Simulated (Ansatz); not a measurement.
# Si_N in AlN (F-43m): charge-transition levels and formation energies

Charge states of Si_N in AlN (F-43m), set against the band edges. Model: a cell of 54 host atoms with 1 N taken out and 1 Si put in.

Program: Ansatz 0.2.0. Level of theory: place-levels on r2SCAN runs: charge-transition levels and formation energies with image-charge correction and potential alignment at the atomic sites; PAW set soft_1. Results are calculated unless marked as measured.

### Step 1. The structure

The cell holds 54 atoms: 27 Al, 26 N and 1 Si. Cell: a = 9.269 Å, b = 9.269 Å, c = 9.269 Å, α = 60.0°, β = 60.0°, γ = 60.0°. It derives from AlN (space group F-43m). Nearest the centre at fractional (0.417, 0.417, 0.417): Si28 at 0.00 Å, Al29 at 1.89 Å, Al45 at 1.89 Å, Al33 at 1.89 Å, Al27 at 1.89 Å, N30 at 3.09 Å, N24 at 3.09 Å, N12 at 3.09 Å.

Structure file:

```xyz
54
Lattice="0.0000 6.5542 6.5542 6.5542 0.0000 6.5542 6.5542 6.5542 0.0000" Properties=species:S:1:pos:R:3 pbc="T T T"
Al    0.0000    0.0000    0.0000
N     1.0924    1.0924    1.0924
Al    2.1847    2.1847    0.0000
N     3.2771    3.2771    1.0924
Al    4.3695    4.3695    0.0000
N     5.4618    5.4618    1.0924
Al    2.1847    0.0000    2.1847
N     3.2771    1.0924    3.2771
Al    4.3695    2.1847    2.1847
N     5.4618    3.2771    3.2771
Al    6.5542    4.3695    2.1847
N     7.6466    5.4618    3.2771
Al    4.3695    0.0000    4.3695
N     5.4618    1.0924    5.4618
Al    6.5542    2.1847    4.3695
N     7.6466    3.2771    5.4618
Al    8.7389    4.3695    4.3695
N     9.8313    5.4618    5.4618
Al    0.0000    2.1847    2.1847
N     1.0924    3.2771    3.2771
Al    2.1847    4.3695    2.1847
N     3.2771    5.4618    3.2771
Al    4.3695    6.5542    2.1847
N     5.4618    7.6466    3.2771
Al    2.1847    2.1847    4.3695
N     3.2771    3.2771    5.4618
Al    4.3695    4.3695    4.3695
Si    5.4618    5.4618    5.4618
Al    6.5542    6.5542    4.3695
N     7.6466    7.6466    5.4618
Al    4.3695    2.1847    6.5542
N     5.4618    3.2771    7.6466
Al    6.5542    4.3695    6.5542
N     7.6466    5.4618    7.6466
Al    8.7389    6.5542    6.5542
N     9.8313    7.6466    7.6466
Al    0.0000    4.3695    4.3695
N     1.0924    5.4618    5.4618
Al    2.1847    6.5542    4.3695
N     3.2771    7.6466    5.4618
Al    4.3695    8.7389    4.3695
N     5.4618    9.8313    5.4618
Al    2.1847    4.3695    6.5542
N     3.2771    5.4618    7.6466
Al    4.3695    6.5542    6.5542
N     5.4618    7.6466    7.6466
Al    6.5542    8.7389    6.5542
N     7.6466    9.8313    7.6466
Al    4.3695    4.3695    8.7389
N     5.4618    5.4618    9.8313
Al    6.5542    6.5542    8.7389
N     7.6466    7.6466    9.8313
Al    8.7389    8.7389    8.7389
N     9.8313    9.8313    9.8313
```

The host's dielectric constants go in as inputs: 4.64 for the electrons alone, 8.51 with the ions, computed on the host (DFPT, PBEsol, on the r2SCAN cell), and a cell off the functional's own equilibrium shifts the ionic part.

The cell's shortest repeat is 9.3 Å.

### Step 2. What was run first

A transition level is the Fermi level at which two charge states cost the same, so each charge needs its own total energy, at its own relaxed structure.

Each atom starts 0.05 Å or so off its site in a random direction: a symmetric start keeps its symmetry, and would miss off-centre moves and Jahn–Teller distortions. Forces are taken at one point at (¼, ¼, ¼). The cell holds 1 electron more than the neutral one, with a uniform background that keeps it neutral on the whole.

The sampling was tested on the host first: at the k-points planned (1x1x1 shifted 0.25 0.25 0.25) its energy lies 0.045 eV an atom from the dense-mesh value, so the final energies take a denser sampling.

One of the inputs; charge, spin and start change from state to state.

Contents of qm1.relax/input.yaml:

```yaml
crystal:
  lattice:
    - [0.0, 2.18472995, 2.18472995]
    - [2.18472995, 0.0, 2.18472995]
    - [2.18472995, 2.18472995, 0.0]
  atoms:
    - { symbol: Al, position: [0.0, 0.0, 0.0] }
    - { symbol: "N", position: [0.25, 0.25, 0.25] }
  supercell: [3, 3, 3]
  defects: [{ substitution: { at: 27, symbol: Si } }]
total_charge: -1
basis:
  ecutwfc: 500
  xc_grid: 2
hamiltonian:
  xc: r2scan
  pseudopotentials: { kind: paw, azcp: { folder: soft_1 } }
kpoints:
  mp_grid: { grid: [1, 1, 1], shift: [0.25, 0.25, 0.25] }
scf:
  occupations: { method: fixed }
  max_iter: 80
output:
  forces: true
  charged_corrections: { epsilon: 4.64, static_epsilon: 8.51 }
relax:
  f_tol: 0.02
  max_steps: 80
  random_displacement: { amplitude: 0.05, seed: 4435 }
checkpoint:
  write: "../qm1.relax.run"
  compress: false
  write_wavefunctions: true
  write_every: 100000
```

Command:

```sh
$ ansatz run input.yaml --threads 4 --pin off --max-ram 7536MiB --backend cpu --events-out ev --progress --plain --runs-dir out
```

The relaxed structure is kept and the sampling changed to a 2×2×2 shifted mesh.

The run of this state that the levels use, under r2SCAN:

Contents of qm1.point/input.yaml:

```yaml
crystal:
  checkpoint: "../qm1.relax.run"
  host: checkpoint
total_charge: -1
basis:
  ecutwfc: 500
  xc_grid: 2
hamiltonian:
  xc: r2scan
  pseudopotentials: { kind: paw, azcp: { folder: soft_1 } }
kpoints:
  mp_grid: { grid: [2, 2, 2], shift: [0.5, 0.5, 0.5] }
scf:
  occupations: { method: fermi_dirac, width: 0.01 }
  max_iter: 80
output:
  forces: true
  eigenvalues: true
  charged_corrections:
    epsilon: 4.64
    static_epsilon: 8.51
    defect_position: [0.416667, 0.416667, 0.416667]
  eigenstates: { localisation: true }
  populations: true
  band_densities: [{ bands: [v1, v1] }, { bands: [c1, c1] }]
  write_density: true
  write_potential: true
  volumetric_format: npy
  elf: true
checkpoint:
  read: "../qm1.relax.run"
  write: "../qm1.point.run"
  compress: false
  write_wavefunctions: false
  write_every: 100000
```

Relaxations under r2SCAN at one point at (¼, ¼, ¼); times on 4 threads of Arm Neoverse V1, shared host:

| charge | moment (μB) | occupations | outcome | steps | largest displacement against the far atoms (Å) | time |
| --- | --- | --- | --- | --- | --- | --- |
| −1 | 0 | fixed | converged | 6 | 0.26 | 50 s |
| 0 | 1 | fixed | converged | 10 | 0.33 | 3.5 min |
| +1 | 0 | fixed | not converged | - | - | 52 s |
| +1 | 0 | fermi-dirac | converged | 19 | 0.39 | 2.9 min |
| +1 | 2 | fixed | converged | 7 | 0.38 | 2.4 min |

Single points under r2SCAN at a 2×2×2 shifted mesh; times on 4 threads of Arm Neoverse V1, shared host:

| charge | moment (μB) | occupations | outcome | time |
| --- | --- | --- | --- | --- |
| −1 | 0 | fermi-dirac | converged | 47 s |
| 0 | 1 | fermi-dirac | converged | 2.3 min |
| +1 | 0 | fermi-dirac | converged | 51 s |
| +1 | 2 | fermi-dirac | converged | 2.1 min |

Distances (Å) from Si28 to the nearest atoms after relaxation with r2SCAN:

| charge | moment (μB) | 1. | 2. | 3. | 4. | 5. | 6. |
| --- | --- | --- | --- | --- | --- | --- | --- |
| −1 | 0 | Al 2.15 | Al 2.15 | Al 2.15 | Al 2.15 | N 3.16 | N 3.17 |
| 0 | 1 | Al 2.17 | Al 2.18 | Al 2.19 | Al 2.23 | N 3.09 | N 3.09 |
| +1 | 0 | Al 2.18 | Al 2.18 | Al 2.23 | Al 2.39 | N 2.82 | N 2.96 |
| +1 | 2 | Al 2.18 | Al 2.26 | Al 2.26 | Al 2.26 | N 3.10 | N 3.10 |

### Step 3. Placing the levels, r2SCAN

A charged cell interacts with its images and the background, and its potential has another zero than the host's. place-levels removes the first by a point-charge model, screened by the static dielectric constant since the ions have relaxed around the charge, and the second by comparing potentials at atoms far from the defect.

The host is a run of the defect-free crystal in the same cutoffs, grids and k-points, so that basis and sampling errors cancel in part in the differences. The host is run in a cell of 2 atoms on a matching mesh. Its band edges are searched through the zone by a band path, so the gap is smaller than, or equal to, that on the mesh. Chemical potentials are energies per atom of N (N2 molecule) and Si (diamond), run with the same functional and cutoff.

Contents of levels.point.yaml:

```yaml
host:
  run: host.point.run
states: [qm1.point.run, q0_M1.point.run, qp1.point.run, qp1_M2.point.run]
geometry_from:
  qm1.point.run: qm1.relax.run
  q0_M1.point.run: q0_M1.relax.run
  qp1.point.run: qp1.relax_smeared.run
  qp1_M2.point.run: qp1_M2.relax.run
  host.point.run: host.relax.run
chemical_potentials:
  "N":
    energy: -384.814403
    dataset: "<sha256 of the dataset>"
  Si:
    energy: -639.06578
    dataset: <sha256 of the dataset>
epsilon: 4.64
static_epsilon: 8.51
vertical:
  - { from: qm1.point.run, to: qm1.point_neutral.run }
  - { from: qp1.point.run, to: qp1.point_neutral.run }
  - { from: qp1_M2.point.run, to: qp1_M2.point_neutral.run }
```

Command:

```sh
$ ansatz place-levels levels.point.yaml -- --threads 4 --pin off --max-ram 7536MiB
```

Numbers of over 12 decimals in the logs are rounded to 6 here.

Log:

```text
[... repeated set-up lines and file paths are left out, and long positions are rounded to six places ...]
(+1/0) 1.813 eV above the valence edge, 2.105 eV under the conduction edge
(0/-1) 2.685 eV above the valence edge, 1.233 eV under the conduction edge
formation energy of charge +1: +8.071 eV with the Fermi level at the valence edge
formation energy of charge 0: +9.884 eV with the Fermi level at the valence edge
formation energy of charge -1: +12.569 eV with the Fermi level at the valence edge
vertical -1 to 0: no energy, since no alignment is typed
  the change from vertical[0].from (qm1.point.run) to vertical[0].to (qm1.point_neutral.run): by its potential at epsilon 4.64 it stands at 0.415 0.415 0.419, with an rms radius of about 1.8 Å (1.0 1.0 1.2 Å across the planes of the cell's vectors); [...]
vertical +1 to 0: no energy, since no alignment is typed
  the change from vertical[1].from (qp1.point.run) to vertical[1].to (qp1.point_neutral.run): by its potential at epsilon 4.64 it stands at 0.429 0.384 0.417, with an rms radius of about 2.1 Å (1.2 1.5 0.9 Å across the planes of the cell's vectors); [...]
vertical +1 to 0: no energy, since no alignment is typed
  the change from vertical[2].from (qp1_M2.point.run) to vertical[2].to (qp1_M2.point_neutral.run): by its potential at epsilon 4.64 it stands at 0.417 0.416 0.410, with an rms radius of about 1.6 Å (1.0 1.0 0.7 Å across the planes of the cell's vectors); [...]
  edges by r2scan, gap 3.918 eV; the host is sampled to repeats of 18.54 Å
  the defect's cells are sampled to repeats of 18.54 Å, like sampling
  charge +1: -25320.7153 eV with its correction of +0.415 eV, at epsilon 8.51, aligned at sites: +0.1192 eV, mean over 19 atomic sites at or beyond 4.63 Å from the host's site at [0.4168, 0.4168, 0.4168] by the defect at [0.4167, 0.4167, 0.4167], with [...]
  charge 0: +0.000 eV for its dipole among its images, +0.000 omitted
  charge -1: -25302.8158 eV with its correction of +0.125 eV, at epsilon 8.51, aligned at sites: +0.1711 eV, mean over 19 atomic sites at or beyond 4.63 Å from the host's site at [0.4168, 0.4168, 0.4168] by the defect at [0.4167, 0.4167, 0.4167], with [...]
  charge +1: states[2] (qp1.point.run) stands 0.455 eV higher, with a moment of 0.00 μB against 2.00
  states[2] (qp1.point.run): levels filled in part (TS 0.006 eV): its energy is of no whole electron's
  of states[3] (qp1_M2.point.run): its sublattices stand up to 0.0034 Å off the host's, which by the two runs' forces adds about +0.01 eV to its energy against the host's, and moves the band edges: relax the crystal first, and build the cells on it; [...]
  of states[1] (q0_M1.point.run): its alignment with the host at atomic sites is doubtful: the mean over the far sites moves by +0.1573 eV from their farther parts to their nearer, more than 0.05 eV. [...]
  of states[0] (qm1.point.run): its alignment with the host at atomic sites is doubtful: the mean over the far sites moves by +0.3008 eV from their farther parts to their nearer, more than 0.05 eV. [...]
  of states[2] (qp1.point.run): it parts from the run at its places by a charge that spreads by about 1.5 Å along one vector (1.3 Å or more is wide), by its potential at epsilon 4.64, taken for that of held ions (one typed too small widens it), where the cell [...]
  of vertical[0].to (qm1.point_neutral.run): stability_check_not_made
  vertical[1].from (qp1.point.run): levels filled in part (TS 0.006 eV): its energy is of no whole electron's
  of vertical[1].from (qp1.point.run): it parts from the run at its places by a charge that spreads by about 1.5 Å along one vector (1.3 Å or more is wide), by its potential at epsilon 4.64, taken for that of held ions (one typed too small widens it), where [...]
  of vertical[1].to (qp1.point_neutral.run): stability_check_not_made
  of vertical[2].from (qp1_M2.point.run): its sublattices stand up to 0.0034 Å off the host's, which by the two runs' forces adds about +0.01 eV to its energy against the host's, and moves the band edges: relax the crystal first, and build the cells on it; [...]
  of vertical[2].to (qp1_M2.point_neutral.run): it set out from the moments of a save, which an earlier run chose (saved_moments_taken); stability_check_not_made
```

Run time: 0.46 s. Hardware: 4 threads of Arm Neoverse V1, shared host.

Levels between the charges placed, in eV above the valence top:

|  | gap (eV) | (+1/0) | (0/−1) |
| --- | --- | --- | --- |
| r2SCAN | 3.92 | 1.81 | 2.69 |

Corrections by state:

| charge | moment (μB) | image terms and alignment (eV) | band filling (eV) | ε used | over the lowest of its charge, as the program ranks them, band filling apart (eV) |
| --- | --- | --- | --- | --- | --- |
| +1 | 2.0 | 0.415 | - | 8.51 | 0.000 |
| 0 | 1.0 | 0.000 | - | - | 0.000 |
| −1 | 0.0 | 0.125 | - | 8.51 | 0.000 |
| +1 | 0.0 | 0.401 | - | 8.51 | 0.455 |

The charged structures listed were also run neutral, and place-levels reads from each pair, by the potential or the spins, how wide the charge is by which they differ; that can be the carrier of either run.

| charge | rms radius (Å) | spread where it is widest against the cell (Å) | wide from (Å) | reading |
| --- | --- | --- | --- | --- |
| +1 | 1.6 | 1.05 | 1.31 | narrow |
| −1 | 1.8 | 1.19 | 1.31 | narrow |

The neutral runs of these pairs need not share the spin of the lowest neutral state, and very wide values only mean spread over the cell.

From the program's caveats on the states, each cut to its opening words:

- charge +1 (2 μB): its sublattices stand up to 0.0034 Å off the host's, which by the two runs' forces adds about +0.01 eV to its energy against the host's, and moves the band [...]
- charge +1 (2 μB), 0 (1 μB): flagged: stability check not made
- charge 0 (1 μB): its alignment with the host at atomic sites is doubtful: the mean over the far sites moves by +0.1573 eV from their farther parts to their nearer, more than [...]
- charge −1: its alignment with the host at atomic sites is doubtful: the mean over the far sites moves by +0.3008 eV from their farther parts to their nearer, more than [...]
- charge +1: it parts from the run at its places by a charge that spreads by about 1.5 Å along one vector (1.3 Å or more is wide), by its potential at epsilon 4.64, taken [...]
- charge +1: the host's ions (past the first shell or, of a walk that freed a part, those that it held) aren't shown at rest: they stand up to 0.122 Å off their sites, 2.13 [...]

The host's formation energy from the elements is -1.603 eV per atom; it sets how far the chemical potentials can move.

Limit set by the element alone; other compounds of these elements are not counted. Chemical potentials from the elements' reference states: Al 0.00 eV, N -3.21 eV, Si 0.00 eV. Formation energy by charge state (Al-rich; gap 3.92 eV):

| charge | at valence top (eV) | at conduction bottom (eV) | correction included (eV) |
| --- | --- | --- | --- |
| +1 | 4.87 | 8.78 | 0.42 |
| 0 | 6.68 | 6.68 | 0.00 |
| −1 | 9.36 | 5.45 | 0.12 |

(Fermi level (eV), lowest formation energy (eV)): (0.00, 4.87), (0.36, 5.22), (0.71, 5.58), (1.07, 5.93), (1.42, 6.29), (1.78, 6.65), (2.14, 6.68), (2.49, 6.68), (2.85, 6.51), (3.21, 6.16), (3.56, 5.80), (3.92, 5.45)

Limit set by the element alone; other compounds of these elements are not counted. Chemical potentials from the elements' reference states: N 0.00 eV, Al -3.21 eV, Si 0.00 eV. Formation energies (N-rich), with the Fermi level at the valence top and at the conduction bottom (gap 3.92 eV):

| charge | at valence top (eV) | at conduction bottom (eV) | correction included (eV) |
| --- | --- | --- | --- |
| +1 | 8.07 | 11.99 | 0.42 |
| 0 | 9.88 | 9.88 | 0.00 |
| −1 | 12.57 | 8.65 | 0.12 |

```tsv
Fermi level (eV)	lowest formation energy (eV)
0.00	8.07
0.36	8.43
0.71	8.78
1.07	9.14
1.42	9.49
1.78	9.85
2.14	9.88
2.49	9.88
2.85	9.72
3.21	9.36
3.56	9.01
3.92	8.65
```

### Step 4. Results

| Item | Value |
| --- | --- |
| gap of the host | 3.92 eV (r2SCAN) |
| level (plus 1/0) | 1.81 eV above the valence top |
| level (0/minus 1) | 2.69 eV above the valence top |
| lowest of the charges placed, just above the valence top (0.02 eV) | +1 |
| lowest of the charges placed, just below the conduction bottom (0.02 eV) | −1 |
| lowest formation energy at mid-gap of the charges run, Al-rich | 6.68 eV |
| lowest formation energy at mid-gap of the charges run, N-rich | 9.88 eV |

**Reading.** Of the charges placed (−1, 0 and +1), the lowest changes at 1.81 eV (+1/0) and 2.69 eV (0/−1) above the valence top, in a gap of 3.92 eV. Charges above +1 and below −1 were not placed, so these runs say nothing of levels that involve them. States placed: +1 at 2 μB and 0 μB; 0 at 1 μB; −1 at 0 μB. Other spin states or structures, where not listed, weren't placed. Si is taken at its element; compounds, which aren't counted here, bound the chemical potentials and would shift these formation energies. The program doubts the alignment of potentials for at least one state, a sign that the cell is small. Keep in mind: r2SCAN makes the gap too small and tends to spread out bound carriers; where a gas molecule sets a chemical potential or the host's formation energy, its binding is uncorrected; force components of up to 0.43 eV/Å remain in a run at the final settings.

[Logs are printed without paths, hosts, clocks, repeated set-up lines and the standing remarks that a program may print on its own settings, such as how far it seeks lower states.]

[Hosts, paths, dates, database ids (printed as entryN), source tags and the programs' standing remarks are cut or masked in the printed files.]

[Where a table of states has a column of steps, it counts the stored structures, which are thinned; the runs took as many ionic steps or more.]

[A defect's name tells the site on which it was built; relaxed atoms can leave that site.]

[For some hosts the program warned that the k-mesh of the response run may be too coarse for force constants and the static dielectric constant; such warnings are not shown here.]
